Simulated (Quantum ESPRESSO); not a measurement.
# SrCo2P2: parallel and opposed starts, part 2 of 2

Aim: find out which collinear order of SrCo2P2 costs least.

Quantum ESPRESSO 7.5; PBEsol; plane waves with GBRV 1.5 PBEsol potentials, no spin-orbit coupling.

So far: The structure; Run 1 (ferro ++).

## 3. Run 2 (antiferro +−)

File pw.py:

```python
from ase import Atoms
from ase.calculators.espresso import Espresso, EspressoProfile

atoms = Atoms(['Sr', 'Co', 'Co', 'P', 'P'],
    cell=[[-1.897, 1.897, 5.805],
         [1.897, -1.897, 5.805],
         [1.897, 1.897, -5.805]],
    scaled_positions=[[0.0, 0.0, 0.0],
         [0.75, 0.25, 0.5],
         [0.25, 0.75, 0.5],
         [0.3525, 0.3525, 0.0],
         [0.6475, 0.6475, 0.0]],
    pbc=True,
    magmoms=[0.0, 2.0, -2.0, 0.0, 0.0])
input_data = {
    'control': {'calculation': 'scf', 'prefix': 'pwscf', 'outdir': './tmp', 'disk_io': 'nowf', 'tprnfor': True, 'tstress': True},
    'system': {'ecutwfc': 40.0, 'ecutrho': 280.0, 'nbnd': 37, 'occupations': 'smearing', 'smearing': 'fd', 'degauss': 0.00734986, 'nspin': 2},
    'electrons': {'conv_thr': 1e-08, 'electron_maxstep': 150, 'mixing_beta': 0.3},
}
atoms.calc = Espresso(
    profile=EspressoProfile(command='mpirun -n 4 pw.x -nk 4', pseudo_dir='pseudo'),
    pseudopotentials={'P': 'p_pbesol_v1.5.uspp.F.UPF', 'Sr': 'sr_pbesol_v1.uspp.F.UPF', 'Co': 'co_pbesol_v1.2.uspp.F.UPF'},
    input_data=input_data,
    kpts=(10, 10, 10),
    koffset=(0, 0, 0))
atoms.get_potential_energy()
energy = atoms.calc.results['free_energy']
print(f'free energy: {energy:.6f} eV')
print('site moments (muB):', atoms.get_magnetic_moments().round(3))
```

File espresso.pwi:

```
&CONTROL
   calculation      = 'scf'
   tstress          = .true.
   tprnfor          = .true.
   outdir           = './tmp'
   prefix           = 'pwscf'
   disk_io          = 'nowf'
   pseudo_dir       = 'pseudo'
/
&SYSTEM
   nbnd             = 37
   ecutwfc          = 40.0
   ecutrho          = 280.0
   occupations      = 'smearing'
   degauss          = 0.00734986
   smearing         = 'fd'
   nspin            = 2
   starting_magnetization(1) = 0.0
   starting_magnetization(2) = 2.0
   starting_magnetization(3) = -2.0
   starting_magnetization(4) = 0.0
   ntyp             = 4
   nat              = 5
   ibrav            = 0
/
&ELECTRONS
   electron_maxstep = 150
   conv_thr         = 1e-08
   mixing_beta      = 0.3
/
&IONS
/
&CELL
/
&FCP
/
&RISM
/
ATOMIC_SPECIES
Sr  87.62 sr_pbesol_v1.uspp.F.UPF
Co  58.933194 co_pbesol_v1.2.uspp.F.UPF
Co1 58.933194 co_pbesol_v1.2.uspp.F.UPF
P  30.973761998 p_pbesol_v1.5.uspp.F.UPF

K_POINTS automatic
10 10 10  0 0 0

CELL_PARAMETERS angstrom
-1.89700000000000 1.89700000000000 5.80500000000000
1.89700000000000 -1.89700000000000 5.80500000000000
1.89700000000000 1.89700000000000 -5.80500000000000

ATOMIC_POSITIONS angstrom
Sr  0.0000000000 0.0000000000 0.0000000000  
Co  0.0000000000 1.8970000000 2.9025000000  
Co1 1.8970000000 0.0000000000 2.9025000000  
P  -0.0000000000 0.0000000000 4.0925250000  
P  0.0000000000 -0.0000000000 7.5174750000
```

Run with:

```sh
OMP_NUM_THREADS=1 python3 pw.py > pw.log
```

Log:

```text
[banner, memory and clock lines left out]
free energy: -9495.192024 eV
site moments (muB): [-0. -0. -0. -0. -0.]

--- espresso.pwo ---
Program PWSCF v.7.5 starts

Warning: card &CELL ignored
Warning: card &FCP ignored
Warning: card &RISM ignored

     Message from routine setup:
     using ibrav=0 with symmetry is DISCOURAGED, use correct ibrav instead

     bravais-lattice index     =            0
     lattice parameter (alat)  =      12.0847  a.u.
     unit-cell volume          =     563.8888 (a.u.)^3
     number of atoms/cell      =            5
     number of atomic types    =            4
     number of electrons       =        54.00
     number of Kohn-Sham states=           37
     kinetic-energy cutoff     =      40.0000  Ry
     charge density cutoff     =     280.0000  Ry
     scf convergence threshold =      1.0E-08
     mixing beta               =       0.3000
     number of iterations used =            8  plain     mixing
     Exchange-correlation= SLA  PW   PSX  PSC
                           (   1   4  10   8   0   0   0)

     celldm(1)=  12.084683  celldm(2)=   0.000000  celldm(3)=   0.000000
     celldm(4)=   0.000000  celldm(5)=   0.000000  celldm(6)=   0.000000

     crystal axes: (cart. coord. in units of alat)
               a(1) = (  -0.296641   0.296641   0.907749 )
               a(2) = (   0.296641  -0.296641   0.907749 )
               a(3) = (   0.296641   0.296641  -0.907749 )

     reciprocal axes: (cart. coord. in units 2 pi/alat)
               b(1) = ( -0.000000  1.685540  0.550813 )
               b(2) = (  1.685540 -0.000000  0.550813 )
               b(3) = (  1.685540  1.685540  0.000000 )

     PseudoPot. # 1 for Sr read from file:
     sr_pbesol_v1.uspp.F.UPF
     Pseudo is Ultrasoft + core correction, Zval = 10.0

     PseudoPot. # 2 for Co read from file:
     co_pbesol_v1.2.uspp.F.UPF
     Pseudo is Ultrasoft + core correction, Zval = 17.0

     PseudoPot. # 3 for Co read from file:
     co_pbesol_v1.2.uspp.F.UPF
     Pseudo is Ultrasoft + core correction, Zval = 17.0

     PseudoPot. # 4 for P  read from file:
     p_pbesol_v1.5.uspp.F.UPF
     Pseudo is Ultrasoft + core correction, Zval =  5.0

     atomic species   valence    mass     pseudopotential
     Sr               10.00    87.62000     Sr( 1.00)
     Co               17.00    58.93319     Co( 1.00)
     Co1              17.00    58.93319     Co( 1.00)
     P                 5.00    30.97376     P ( 1.00)

     Starting magnetic structure
     atomic species   magnetization
     Sr              0.000
     Co              0.118
     Co1            -0.118
     P               0.000

      8 Sym. Ops. (no inversion) found

   Cartesian axes

     site n.     atom                  positions (alat units)
         1        Sr     tau(   1) = (   0.0000000   0.0000000   0.0000000  )
         2        Co     tau(   2) = (   0.0000000   0.2966408   0.4538746  )
         3        Co1    tau(   3) = (   0.2966408   0.0000000   0.4538746  )
         4        P      tau(   4) = (  -0.0000000   0.0000000   0.6399631  )
         5        P      tau(   5) = (   0.0000000  -0.0000000   1.1755351  )

     number of k points=   102  Fermi-Dirac smearing, width (Ry)=  0.0073

     Number of k-points >= 100: set verbosity='high' to print them.

     Dense  grid:    44547 G-vectors     FFT dimensions: (  72,  72,  72)

     Smooth grid:    19313 G-vectors     FFT dimensions: (  50,  50,  50)

     Check: negative core charge=   -0.000019
     Generating pointlists ...
     new r_m :   0.2053 (alat units)  2.4810 (a.u.) for type    1
     new r_m :   0.1444 (alat units)  1.7456 (a.u.) for type    2
     new r_m :   0.1444 (alat units)  1.7456 (a.u.) for type    3
     new r_m :   0.1444 (alat units)  1.7456 (a.u.) for type    4

     Initial potential from superposition of free atoms

     starting charge      51.9689, renormalised to      54.0000

     negative rho (up, down):  3.312E-02 3.312E-02
     Starting wfcs are   47 randomized atomic wfcs

     Self-consistent Calculation

     iteration #  1     ecut=    40.00 Ry     beta= 0.30
     Davidson diagonalization with overlap
     ethr =  1.00E-02,  avg # of iterations =  3.5

     negative rho (up, down):  3.246E-02 3.246E-02

     total energy              =    -690.22072821 Ry
     estimated scf accuracy    <      21.05713199 Ry

     total magnetization       =    -0.00 Bohr mag/cell
     absolute magnetization    =     2.39 Bohr mag/cell

     iteration #  2     ecut=    40.00 Ry     beta= 0.30
     Davidson diagonalization with overlap
     ethr =  1.00E-02,  avg # of iterations =  3.0

     negative rho (up, down):  3.221E-02 3.221E-02

     total energy              =    -696.40511866 Ry
     estimated scf accuracy    <      30.09626002 Ry

     total magnetization       =    -0.00 Bohr mag/cell
     absolute magnetization    =     0.22 Bohr mag/cell

     [... further iterations left out ...]

     iteration # 18     ecut=    40.00 Ry     beta= 0.30
     Davidson diagonalization with overlap
     ethr =  6.71E-11,  avg # of iterations =  3.6

     negative rho (up, down):  3.289E-02 3.289E-02

     total energy              =    -697.88380269 Ry
     estimated scf accuracy    <       0.00000002 Ry

     total magnetization       =    -0.00 Bohr mag/cell
     absolute magnetization    =     0.00 Bohr mag/cell

     iteration # 19     ecut=    40.00 Ry     beta= 0.30
     Davidson diagonalization with overlap
     ethr =  3.42E-11,  avg # of iterations =  1.2

     negative rho (up, down):  3.289E-02 3.289E-02

     Magnetic moment per site  (integrated on atomic sphere of radius R)
     atom   1 (R=0.205)  charge=  8.2002  magn= -0.0000
     atom   2 (R=0.144)  charge= 15.1040  magn= -0.0005
     atom   3 (R=0.144)  charge= 15.1041  magn= -0.0004
     atom   4 (R=0.144)  charge=  2.5541  magn= -0.0000
     atom   5 (R=0.144)  charge=  2.5541  magn= -0.0000

     End of self-consistent calculation

     Number of k-points >= 100: set verbosity='high' to print the bands.

     the Fermi energy is    11.9762 ev

!    total energy              =    -697.88380269 Ry
     estimated scf accuracy    <          1.6E-09 Ry
     smearing contrib. (-TS)   =      -0.01068800 Ry
     internal energy E=F+TS    =    -697.87311469 Ry

     The total energy is F=E-TS. E is the sum of the following terms:
     one-electron contribution =    -571.07253138 Ry
     hartree contribution      =     309.82619261 Ry
     xc contribution           =     -94.80438440 Ry
     ewald contribution        =    -341.82239152 Ry

     total magnetization       =    -0.00 Bohr mag/cell
     absolute magnetization    =     0.00 Bohr mag/cell

     convergence has been achieved in  19 iterations

     negative rho (up, down):  3.289E-02 3.289E-02

     Forces acting on atoms (cartesian axes, Ry/au):

     atom    1 type  1   force =     0.00000000    0.00000000    0.00000000
     atom    2 type  2   force =    -0.00000000    0.00000000    0.00000000
     atom    3 type  3   force =     0.00000000   -0.00000000   -0.00000000
     atom    4 type  4   force =    -0.00000000   -0.00000000   -0.02964548
     atom    5 type  4   force =    -0.00000000   -0.00000000    0.02964548

     Total force =     0.041925     Total SCF correction =     0.000038

     Computing stress (Cartesian axis) and pressure

     negative rho (up, down):  3.289E-02 3.289E-02
          total   stress  (Ry/bohr**3)                   (kbar)     P=      -71.25
  -0.00053178  -0.00000000  -0.00000000          -78.23       -0.00       -0.00
  -0.00000000  -0.00053178  -0.00000000           -0.00      -78.23       -0.00
   0.00000000   0.00000000  -0.00038955            0.00        0.00      -57.30
```

The job ended after 3.1 min (4 MPI ranks of AMD EPYC 7R13 (Zen 3), shared host; peak memory 1.1 GiB; 12 min of CPU time).

Spin moment in the atom's sphere by atom:

| atom | spin moment in the atom's sphere (μB) |
| --- | --- |
| Sr1 | 0.0000 |
| Co2 | -0.0005 |
| Co3 | -0.0004 |
| P4 | 0.0000 |
| P5 | 0.0000 |

This step gave:

```yaml
smearing_term_ts: 0.1454 eV
pressure: -7.125 GPa
magnetization: 0 μB
absolute_magnetization: 0 μB
final_state: non-magnetic
```

## 4. Run 3, typed as no spin polarisation

pw.py: that of step 3 with these lines changed.

```diff
@@ -12,7 +12,6 @@
          [0.6475, 0.6475, 0.0]],
-    pbc=True,
-    magmoms=[0.0, 2.0, -2.0, 0.0, 0.0])
+    pbc=True)
 input_data = {
     'control': {'calculation': 'scf', 'prefix': 'pwscf', 'outdir': './tmp', 'disk_io': 'nowf', 'tprnfor': True, 'tstress': True},
-    'system': {'ecutwfc': 40.0, 'ecutrho': 280.0, 'nbnd': 37, 'occupations': 'smearing', 'smearing': 'fd', 'degauss': 0.00734986, 'nspin': 2},
+    'system': {'ecutwfc': 40.0, 'ecutrho': 280.0, 'nbnd': 37, 'occupations': 'smearing', 'smearing': 'fd', 'degauss': 0.00734986},
     'electrons': {'conv_thr': 1e-08, 'electron_maxstep': 150, 'mixing_beta': 0.3},
@@ -28,2 +27 @@
 print(f'free energy: {energy:.6f} eV')
-print('site moments (muB):', atoms.get_magnetic_moments().round(3))
```

Run with:

```sh
OMP_NUM_THREADS=1 python3 pw.py > pw.log
```

Log:

```text
     [... lines left out ...]
free energy: -9495.192080 eV
--- espresso.pwo ---
Program PWSCF v.7.5 starts
     [... lines left out ...]
     number of atoms/cell      =            5
     [... lines left out ...]
     number of electrons       =        54.00
     number of Kohn-Sham states=           37
     kinetic-energy cutoff     =      40.0000  Ry
     charge density cutoff     =     280.0000  Ry
     scf convergence threshold =      1.0E-08
     [... lines left out ...]
     16 Sym. Ops., with inversion, found
     [... lines left out ...]
     number of k points=   102  Fermi-Dirac smearing, width (Ry)=  0.0073
     [... lines left out ...]
     iteration # 18     ecut=    40.00 Ry     beta= 0.30
     [... lines left out ...]
     the Fermi energy is    11.9763 ev
!    total energy              =    -697.88380676 Ry
     estimated scf accuracy    <          2.6E-09 Ry
     smearing contrib. (-TS)   =      -0.01068793 Ry
     [... lines left out ...]
     convergence has been achieved in  18 iterations
     [... lines left out ...]
     Total force =     0.041937     Total SCF correction =     0.000019
     [... lines left out ...]
          total   stress  (Ry/bohr**3)                   (kbar)     P=      -71.93
     [... lines left out ...]
```

Run time: 90 s. Hardware: 4 MPI ranks; peak memory 0.76 GiB; 6 min of CPU time.

Read from the output:

* smearing term TS: 0.1454 eV
* pressure: -7.193 GPa
* final state: non-magnetic (no spin polarisation)

## 5. An input with a fault

One input was spoiled on purpose, to see how the program answers.

File pw.in:

```
&CONTROL
  calculation = 'scf'
  prefix = 'pwscf'
  outdir = './tmp'
  pseudo_dir = './pseudo'
  disk_io = 'nowf'
  tprnfor = .true.
  tstress = .true.
/
&SYSTEM
  ibrav = 0
  nat = 5
  ntyp = 3
  encut = 500
  ecutwfc = 40
  ecutrho = 280
  nbnd = 39
  occupations = 'smearing'
  smearing = 'fd'
  degauss = 0.00734986
  nspin = 2
  starting_magnetization(1) = 0
  starting_magnetization(2) = 0.1176
  starting_magnetization(3) = 0
/
&ELECTRONS
  conv_thr = 1d-08
  electron_maxstep = 75
  mixing_beta = 0.3
/
ATOMIC_SPECIES
Sr     87.6200 sr_pbesol_v1.uspp.F.UPF
Co     58.9332 co_pbesol_v1.2.uspp.F.UPF
P      30.9738 p_pbesol_v1.5.uspp.F.UPF
CELL_PARAMETERS angstrom
  -1.8970000000    1.8970000000    5.8050000000
   1.8970000000   -1.8970000000    5.8050000000
   1.8970000000    1.8970000000   -5.8050000000
ATOMIC_POSITIONS crystal
Sr      0.0000000000    0.0000000000    0.0000000000
Co      0.7500000000    0.2500000000    0.5000000000
Co      0.2500000000    0.7500000000    0.5000000000
P       0.3525000000    0.3525000000    0.0000000000
P       0.6475000000    0.6475000000    0.0000000000
K_POINTS automatic
10 10 10 0 0 0
```

Run with:

```sh
OMP_NUM_THREADS=1 mpirun -n 4 pw.x -nk 4 -in pw.in > pw.out
```

Log:

```text
     [... lines left out ...]
Program PWSCF v.7.5 starts
     Error in routine  read_namelists (1):
      bad line in namelist &system: "  encut = 500" (error could be in the previous line)
 %%%%%%%%%%%%%%%%%%%%%%%%%%%%%%%%%%%%%%%%%%%%%%%%%%%%%%%%%%%%%%%%%%%%%%%%%%%%%%
     stopping ...
```

Run time: 0.64 s. Hardware: 4 MPI ranks; peak memory 0.05 GiB.

The program refused the input before any cycle.

The program's message: “read_namelists (1): bad line in namelist &system: " encut = 500" (error could be in the previous line)”

The fault put into the input: a keyword of another program.

## 6. Ranking

An order is kept where moments of 0.15 μB or more survive with the typed signs; meshes match where a doubled cell samples the same k points as the first cell.

Orders:

| start | final state | typed order kept | energy over the lowest (meV a seeded atom) | largest site moment (μB) | net moment (μB a cell of the first run) | mesh matched | CPU time (s) |
| --- | --- | --- | --- | --- | --- | --- | --- |
| ferro ++ | ferromagnetic | yes | 0 | 0.2066 | 0.4217 | yes | 800.5 |
| antiferro +- | non-magnetic | no | 0.4746 | 0 | 8.78e-4 | yes | 736.4 |
| no spin polarisation | non-magnetic | - | 0.4469 | 0 | 0 | yes | 357.7 |

## 7. Results

```yaml
lowest_state_found: ferromagnetic (from ferro ++)
largest_site_moment: 0.207 μB
state_without_moments: 0.447 meV a seeded atom higher
```

In words: At this level spin polarisation gains little. 1 start lost its moments. This is the lowest of 3 collinear or spinless starts, no proof of the ground state. Energies are free energies at an electronic temperature of 1160 K, which lowers moments and differences where the moments are itinerant.

[Logs and program files are shortened in this print: banners, set-up blocks, solver, clock and traceback lines can be left out without a mark of their own.]

[Logs are printed without paths, hosts, clocks, repeated set-up lines and the standing remarks that a program may print on its own settings, such as how far it seeks lower states.]

[Hosts, paths, dates, database ids (printed as entryN), source tags and the programs' standing remarks are cut or masked in the printed files.]

[Where a cell is said to come from a database of computed structures, the database is the Materials Project.]
